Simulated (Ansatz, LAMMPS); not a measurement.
**Glassy 72SiO2-6Al2O3-22SrO (mol %) (93 atoms): where an added charge goes**

Does an extra electron or hole in glassy 72SiO2-6Al2O3-22SrO (mol %) (93 atoms) stay spread out, or do the atoms trap it?

Calculated with Ansatz 0.2.0; Kohn-Sham DFT, PBE, PAW (set soft_2), plane waves.

## 1. Starting point

The cell holds 93 atoms: 23 Si, 4 Al, 7 Sr and 59 O. Cell: a = 11.074 Å, b = 11.074 Å, c = 11.074 Å, α = 90.0°, β = 90.0°, γ = 90.0°. 93 atoms (23 Si, 4 Al, 7 Sr, 59 O) placed at random at 2.81 g/cm³, melted at 4000 K for 10 ps at fixed volume with the Morse and Coulomb pair potential with partial charges (Pedone, Malavasi, Menziani, Cormack and Segre, J. Phys. Chem. B 110, 11780 (2006)). Quenched from 4000 K to 300 K at 10 K/ps and fixed volume, held 10 ps at zero pressure, then minimised at fixed cell.

What the set-up can't give: The quench rate of 10 K/ps far exceeds what a furnace or splat quench reaches, so expect more defects and frozen-in strain than in a real sample. The starting topology of bonds comes from the classical model, and needn't be the one that DFT or experiment would give. Only the Γ point is sampled, in a cell whose shortest periodic width is 11 Å.

## 2. Single point at the start

The forces at the start show how far the geometry lies from a minimum of this functional.

The input, input.yaml:

```yaml
crystal:
  lattice:
    - [11.07404, 0.0, 0.0]
    - [0.0, 11.07404, 0.0]
    - [0.0, 0.0, 11.07404]
  atoms:
    - { symbol: Si, position: [0.12729, 0.55876, 0.60343] }
    - { symbol: Si, position: [0.72966, 0.11387, 0.06314] }
    - { symbol: Si, position: [0.37875, 0.56299, 0.22281] }
    - { symbol: Si, position: [0.47361, 0.42284, 0.59169] }
    - { symbol: Si, position: [0.08433, 0.20772, 0.29244] }
    - { symbol: Si, position: [0.86122, 0.60518, 0.50081] }
    - { symbol: Si, position: [0.77406, 0.38116, 0.98079] }
    - { symbol: Si, position: [0.72839, 0.35505, 0.48136] }
    - { symbol: Si, position: [0.40649, 0.06458, 0.84426] }
    - { symbol: Si, position: [0.78317, 0.8122, 0.64515] }
    - { symbol: Si, position: [0.64673, 0.94806, 0.43279] }
    - { symbol: Si, position: [0.2385, 0.53692, 0.97552] }
    - { symbol: Si, position: [0.25936, 0.39808, 0.41442] }
    - { symbol: Si, position: [0.42175, 0.34706, 0.86624] }
    - { symbol: Si, position: [0.24033, 0.08647, 0.6183] }
    - { symbol: Si, position: [0.87032, 0.86993, 0.03202] }
    - { symbol: Si, position: [0.05788, 0.33382, 0.02883] }
    - { symbol: Si, position: [0.996, 0.95376, 0.56507] }
    - { symbol: Si, position: [0.81399, 0.15841, 0.32398] }
    - { symbol: Si, position: [0.29367, 0.03233, 0.34919] }
    - { symbol: Si, position: [0.85257, 0.17723, 0.67122] }
    - { symbol: Si, position: [0.22506, 0.78474, 0.25331] }
    - { symbol: Si, position: [0.37414, 0.8463, 0.01175] }
    - { symbol: Al, position: [0.53039, 0.97531, 0.19616] }
    - { symbol: Al, position: [0.0965, 0.30163, 0.75731] }
    - { symbol: Al, position: [0.69067, 0.98808, 0.83369] }
    - { symbol: Al, position: [0.94845, 0.81031, 0.31187] }
    - { symbol: Sr, position: [0.56781, 0.61223, 0.83472] }
    - { symbol: Sr, position: [0.71387, 0.65721, 0.18956] }
    - { symbol: Sr, position: [0.38355, 0.77096, 0.54403] }
    - { symbol: Sr, position: [0.15304, 0.82522, 0.80773] }
    - { symbol: Sr, position: [0.55666, 0.33606, 0.19256] }
    - { symbol: Sr, position: [0.14322, 0.05528, 0.04042] }
    - { symbol: Sr, position: [0.93401, 0.58858, 0.85354] }
    - { symbol: O, position: [0.99111, 0.9111, 0.96946] }
    - { symbol: O, position: [0.06406, 0.25258, 0.15203] }
    - { symbol: O, position: [0.4685, 0.56486, 0.60565] }
    - { symbol: O, position: [0.73872, 0.4428, 0.10384] }
    - { symbol: O, position: [0.33337, 0.97764, 0.94314] }
    - { symbol: O, position: [0.1729, 0.09015, 0.27654] }
    - { symbol: O, position: [0.18374, 0.20638, 0.66802] }
    - { symbol: O, position: [0.7846, 0.67112, 0.61152] }
    - { symbol: O, position: [0.54269, 0.02621, 0.84938] }
    - { symbol: O, position: [0.1439, 0.44532, 0.04543] }
    - { symbol: O, position: [0.33641, 0.03908, 0.71781] }
    - { symbol: O, position: [0.46958, 0.36798, 0.72839] }
    - { symbol: O, position: [0.94798, 0.25872, 0.73772] }
    - { symbol: O, position: [0.594, 0.38581, 0.51787] }
    - { symbol: O, position: [0.76642, 0.98733, 0.99061] }
    - { symbol: O, position: [0.73878, 0.28332, 0.35173] }
    - { symbol: O, position: [0.713, 0.84997, 0.76194] }
    - { symbol: O, position: [0.13271, 0.97781, 0.61501] }
    - { symbol: O, position: [0.32955, 0.44112, 0.29106] }
    - { symbol: O, position: [0.36453, 0.36725, 0.50973] }
    - { symbol: O, position: [0.39204, 0.75667, 0.90724] }
    - { symbol: O, position: [0.08769, 0.76046, 0.25974] }
    - { symbol: O, position: [0.7813, 0.26217, 0.57744] }
    - { symbol: O, position: [0.18841, 0.5016, 0.48395] }
    - { symbol: O, position: [0.33074, 0.57166, 0.0854] }
    - { symbol: O, position: [0.98492, 0.90757, 0.43144] }
    - { symbol: O, position: [0.52096, 0.95966, 0.49471] }
    - { symbol: O, position: [0.48977, 0.87146, 0.08933] }
    - { symbol: O, position: [0.16247, 0.30032, 0.36907] }
    - { symbol: O, position: [0.99074, 0.5929, 0.5612] }
    - { symbol: O, position: [0.86518, 0.69029, 0.38225] }
    - { symbol: O, position: [0.15316, 0.6347, 0.92161] }
    - { symbol: O, position: [0.51077, 0.37732, 0.9704] }
    - { symbol: O, position: [0.51657, 0.56598, 0.23722] }
    - { symbol: O, position: [0.72922, 0.87533, 0.52812] }
    - { symbol: O, position: [0.92729, 0.3772, 0.99111] }
    - { symbol: O, position: [0.95555, 0.18058, 0.34928] }
    - { symbol: O, position: [0.80571, 0.47653, 0.47295] }
    - { symbol: O, position: [0.92607, 0.854, 0.65328] }
    - { symbol: O, position: [0.26694, 0.83266, 0.11687] }
    - { symbol: O, position: [0.19314, 0.67879, 0.63944] }
    - { symbol: O, position: [0.60189, 0.09523, 0.12316] }
    - { symbol: O, position: [0.4069, 0.04951, 0.26516] }
    - { symbol: O, position: [0.26526, 0.88932, 0.34959] }
    [... 9 atom lines left out ...]
    - { symbol: O, position: [0.31286, 0.44727, 0.8844] }
    - { symbol: O, position: [0.28358, 0.08789, 0.48091] }
    - { symbol: O, position: [0.87921, 0.8662, 0.17837] }
    - { symbol: O, position: [0.11247, 0.25731, 0.91692] }
    - { symbol: O, position: [0.74557, 0.46037, 0.86693] }
    - { symbol: O, position: [0.10972, 0.4542, 0.70668] }
kpoints:
  mp_grid: { grid: [1, 1, 1] }
hamiltonian:
  xc: pbe
scf:
  occupations: { method: fixed }
output:
  forces: true
```

Run with:

```console
> ansatz run input.yaml --threads 4 --pin off --max-ram 8192MiB --backend cpu --events-out ev --progress --plain --runs-dir out
```

Numbers of over 12 decimals in the logs are rounded to 6 here.

The program printed:

```text
[...]
Pseudopotentials: kind: paw
Pseudopotential: Si, paw, valence charge 4, recommended cutoff 420 eV (normal), Si.paw.azcp
Pseudopotential: Al, paw, valence charge 3, recommended cutoff 420 eV (normal), Al.paw.azcp
Pseudopotential: Sr, paw, valence charge 10, recommended cutoff 420 eV (normal), Sr.paw.azcp
Pseudopotential: O, paw, valence charge 6, recommended cutoff 420 eV (normal), O.paw.azcp
[... 5 lines on functional and potentials left out ...]
Crystal: 93 atoms, lattice volume = 1358.058 Å³
Basis set: ecut = 420 eV, 26745 PW (Γ), exchange–correlation on 150×150×150 points (8 copies of the dense FFT grid, shifted against one another)
Bands: 357, of which v1, the nominal top of the filled ones, is band 264 counted from 1 (263 counted from 0)
Symmetry: 1 space group operations
Space group: P1 (ITA 1), of the structure as read, at distance tolerance 1.1e-4 Å
k-points: 1
[... 9 lines on functional and potentials left out ...]
Initial density: superposition of atomic densities (neutral atoms: chi_scale 0, normalization atom), corrected by the library's trained network
Initial wavefunctions: pseudopotential atomic-orbital guess
[...]
SCF iter   1: F=—  HF=-75171.033932 eV  |F-HF|=—  |Δ(HF+E_count)|=         —  Δρ=1.89e-3  dr2=5.15e-2  ethr=1.77e-3  ⟨swp⟩=8.0  Hψ=1281  notcnv=0  defer=90
preconditioner: auto → Resta (q_TF=auto, 2.331 Å⁻¹)  ε∞=3.0  [insulator: Δε(μ)=3.024 eV  Ē_g=15.992 eV  n_scr=256 (ndim 8)  ℏωp=22.8 eV  f_vac=0.147  ε∞_Penn≈3.0]
SCF iter   2: F=—  HF=-75171.047442 eV  |F-HF|=—  |Δ(HF+E_count)|=   1.35e-2  Δρ=1.04e-3  dr2=1.28e-2  ethr=9.75e-6  ⟨swp⟩=5.0  Hψ=847  notcnv=0  defer=91
SCF iter   3: F=—  HF=-75171.051477 eV  |F-HF|=—  |Δ(HF+E_count)|=   4.04e-3  Δρ=4.99e-4  dr2=4.03e-3  ethr=2.43e-6  ⟨swp⟩=4.0  Hψ=484  notcnv=0  defer=78
automatic band count: iteration 3 solves 344 bands in place of 357: the levels show a gap, and the empty bands left out lie too high to hold charge; the band table lists the bands solved (type scf.n_extra_bands for more)
SCF iter   4: F=—  HF=-75171.051976 eV  |F-HF|=—  |Δ(HF+E_count)|=   4.99e-4  Δρ=1.33e-4  dr2=3.18e-4  ethr=7.63e-7  ⟨swp⟩=4.0  Hψ=484  notcnv=0  defer=78
SCF iter   5: F=—  HF=-75171.052100 eV  |F-HF|=—  |Δ(HF+E_count)|=   1.25e-4  Δρ=6.98e-5  dr2=6.72e-5  ethr=6.02e-8  ⟨swp⟩=2.0  Hψ=471  notcnv=0  defer=78
SCF iter   6: F=—  HF=-75171.049963 eV  |F-HF|=—  |Δ(HF+E_count)|=   2.14e-3  Δρ=3.45e-5  dr2=1.38e-5  ethr=1.27e-8  ⟨swp⟩=3.0  Hψ=586  notcnv=0  defer=78
SCF iter   7: F=—  HF=-75171.049964 eV  |F-HF|=—  |Δ(HF+E_count)|=   7.80e-7  Δρ=1.05e-5  dr2=1.37e-6  ethr=2.62e-9  ⟨swp⟩=3.0  Hψ=473  notcnv=0  defer=78
SCF iter   8: F=—  HF=-75171.049965 eV  |F-HF|=—  |Δ(HF+E_count)|=   8.03e-7  Δρ=7.29e-6  dr2=6.24e-7  ethr=2.59e-10  ⟨swp⟩=2.0  Hψ=480  notcnv=0  defer=78
SCF iter   9: F=-75171.049965 eV  HF=-75171.049965 eV  |F-HF|=1.51e-8  |Δ(HF+E_count)|=   1.18e-8  Δρ=1.37e-6  dr2=2.57e-8  ethr=1.89e-11  ⟨swp⟩=3.0  Hψ=1349  notcnv=0
SCF 1 converged in 9 iterations: F = -75171.049965 eV  dr2 = 2.57e-8
[...]
SCF converged after 9 iterations
Free energy (F): -75171.049965 eV
Harris-Foulkes:  -75171.049965 eV  (|F-HF|=1.51e-8)
Internal energy: -75171.049965 eV  (E = F + TS)
E sigma→0 (E₀):  -75171.049965 eV
Fermi energy:    4.476031 eV
--- Per-component energies (eV) ---
[...]
Σ components = -75171.049965   (vs F -75171.049965, Δ=0.00e0)
--- Forces (eV/Å), atoms counted from 1 ---
  atom   1  Si    -0.21732797    -1.54280824     0.10336131
  atom   2  Si     0.51778332     0.21643835     1.18666805
  atom   3  Si    -1.94831551     0.10994105    -0.55756842
  atom   4  Si    -0.76517786     0.49118203     0.33559777
[...]
atom  93  O     -0.28158644     0.02961902     0.62065904
  max |Σ_I F_I| component: 3.17e-5 eV/Å
```

Elapsed: 9.9 s, on 4 threads of Arm Neoverse V2, shared host; peak memory 1.5 GiB; 38 s of CPU time.

The r.m.s. force at the start is 0.87 eV/Å.

## 3. Relaxation

The atoms are relaxed in the fixed cell, aiming at the force tolerance of the input.

The input, input.yaml:

```yaml
crystal:
  lattice:
    - [11.07404, 0.0, 0.0]
    - [0.0, 11.07404, 0.0]
    - [0.0, 0.0, 11.07404]
  atoms:
    [... the 93 atom lines of step 2 ...]
kpoints:
  mp_grid: { grid: [1, 1, 1] }
hamiltonian:
  xc: pbe
scf:
  occupations: { method: fixed }
output:
  forces: true
relax:
  f_tol: 0.05
  max_steps: 120
```

The program printed:

```text
[...]
Crystal: 93 atoms, lattice volume = 1358.058 Å³
Basis set: ecut = 420 eV, 26745 PW (Γ), exchange–correlation on 150×150×150 points (8 copies of the dense FFT grid, shifted against one another)
Bands: 357, of which v1, the nominal top of the filled ones, is band 264 counted from 1 (263 counted from 0)
Symmetry: 1 space group operations
[...]
k-points: 1
[...]
SCF iter   1: F=—  HF=-75171.033925 eV  |F-HF|=—  |Δ(HF+E_count)|=         —  Δρ=1.89e-3  dr2=5.15e-2  ethr=1.77e-3  ⟨swp⟩=8.0  Hψ=1281  notcnv=0  defer=90
[...]
SCF iter   6: F=-75171.049958 eV  HF=-75171.049963 eV  |F-HF|=5.57e-6  |Δ(HF+E_count)|=   2.70e-5  Δρ=3.44e-5  dr2=1.40e-5  ethr=1.18e-8  ⟨swp⟩=5.0  Hψ=1057  notcnv=0
SCF 1 converged in 6 iterations: F = -75171.049958 eV  dr2 = 1.40e-5
[...]
relax step   1: F+E_penalty+E_count = -75171.04995790 eV  Δ(F+E_penalty+E_count) = +0.000e0 eV  max|allowed force component| = 3.141e0 eV/Å  Δτ_max = 0.0000 Å  (6 SCF iters, dr2 threshold 6.25e-5 eV, accepted)
[... from here on, the SCF cycles and remarks between the steps are left out ...]
relax step   2: F+E_penalty+E_count = -75173.47539903 eV  Δ(F+E_penalty+E_count) = -2.425e0 eV  max|allowed force component| = 1.432e0 eV/Å  Δτ_max = 0.1950 Å  (6 SCF iters, dr2 threshold 1.00e-4 eV, accepted)
relax step   3: F+E_penalty+E_count = -75174.92071628 eV  Δ(F+E_penalty+E_count) = -1.445e0 eV  max|allowed force component| = 7.811e-1 eV/Å  Δτ_max = 0.1705 Å  (6 SCF iters, dr2 threshold 1.00e-4 eV, accepted)
relax step   4: F+E_penalty+E_count = -75175.47090990 eV  Δ(F+E_penalty+E_count) = -5.502e-1 eV  max|allowed force component| = 4.699e-1 eV/Å  Δτ_max = 0.2000 Å  (7 SCF iters, dr2 threshold 1.00e-4 eV, accepted)
relax step   5: F+E_penalty+E_count = -75175.57237855 eV  Δ(F+E_penalty+E_count) = -1.015e-1 eV  max|allowed force component| = 3.683e-1 eV/Å  Δτ_max = 0.2000 Å  (6 SCF iters, dr2 threshold 6.57e-5 eV, accepted)
relax step   6: F+E_penalty+E_count = -75175.65123473 eV  Δ(F+E_penalty+E_count) = -7.886e-2 eV  max|allowed force component| = 1.612e-1 eV/Å  Δτ_max = 0.2000 Å  (6 SCF iters, dr2 threshold 4.91e-5 eV, accepted)
relax step   7: F+E_penalty+E_count = -75175.61861574 eV  Δ(F+E_penalty+E_count) = +3.262e-2 eV  max|allowed force component| = 4.543e-1 eV/Å  Δτ_max = 0.2000 Å  (8 SCF iters, dr2 threshold 4.98e-6 eV, rejected (line search))
relax step   8: F+E_penalty+E_count = -75175.67657133 eV  Δ(F+E_penalty+E_count) = -2.534e-2 eV  max|allowed force component| = 1.586e-1 eV/Å  Δτ_max = 0.0463 Å  (9 SCF iters, accepted)
relax step   9: F+E_penalty+E_count = -75175.68511220 eV  Δ(F+E_penalty+E_count) = -8.541e-3 eV  max|allowed force component| = 5.587e-2 eV/Å  Δτ_max = 0.0797 Å  (6 SCF iters, dr2 threshold 4.82e-6 eV, accepted)
relax step  10: F+E_penalty+E_count = -75175.68660285 eV  Δ(F+E_penalty+E_count) = -1.491e-3 eV  max|allowed force component| = 1.578e-2 eV/Å  Δτ_max = 0.0210 Å  (8 SCF iters, accepted)
SCF converged after 8 iterations
Free energy (F): -75175.686603 eV
[...]
Internal energy: -75175.686603 eV  (E = F + TS)
E sigma→0 (E₀):  -75175.686603 eV
Fermi energy:    3.923572 eV
[...]
Σ components = -75175.686603   (vs F -75175.686603, Δ=0.00e0)
--- Forces (eV/Å), atoms counted from 1 ---
  atom   1  Si     0.00501514     0.00355463     0.00073586
  atom   2  Si    -0.00423400    -0.00770772    -0.00553161
  atom   3  Si     0.00570646    -0.00080519    -0.00227834
  atom   4  Si    -0.00078133     0.00061902     0.00168951
[...]
atom  93  O     -0.00339374     0.00220858     0.00431858
  max |Σ_I F_I| component: 6.12e-5 eV/Å
--- Relaxed structure (10 steps of the walk, 9 accepted, 0 SCFs on fresh bases) ---
  F+E_penalty+E_count = -75175.68660285 eV   max|allowed force component| = 1.578e-2 eV/Å
  atoms:
    - { symbol: Si, position: [0.132484, 0.556861, 0.602913] }
    - { symbol: Si, position: [0.733795, 0.117183, 0.069873] }
    - { symbol: Si, position: [0.382195, 0.569373, 0.215019] }
    - { symbol: Si, position: [0.468051, 0.430328, 0.590538] }
[...]
- { symbol: O, position: [0.121012, 0.445753, 0.698701] }
```

The job ended after 76 s (4 threads; peak memory 1.5 GiB).

The relaxation converged after 10 steps, 4.64 eV below its start, with a largest force component of 0.016 eV/Å.

(Part 1 of 4 ends here.)

[Logs are printed without paths, hosts, clocks, repeated set-up lines and the standing remarks that a program may print on its own settings, such as how far it seeks lower states.]

[Hosts, paths, dates, database ids (printed as entryN), source tags and the programs' standing remarks are cut or masked in the printed files.]
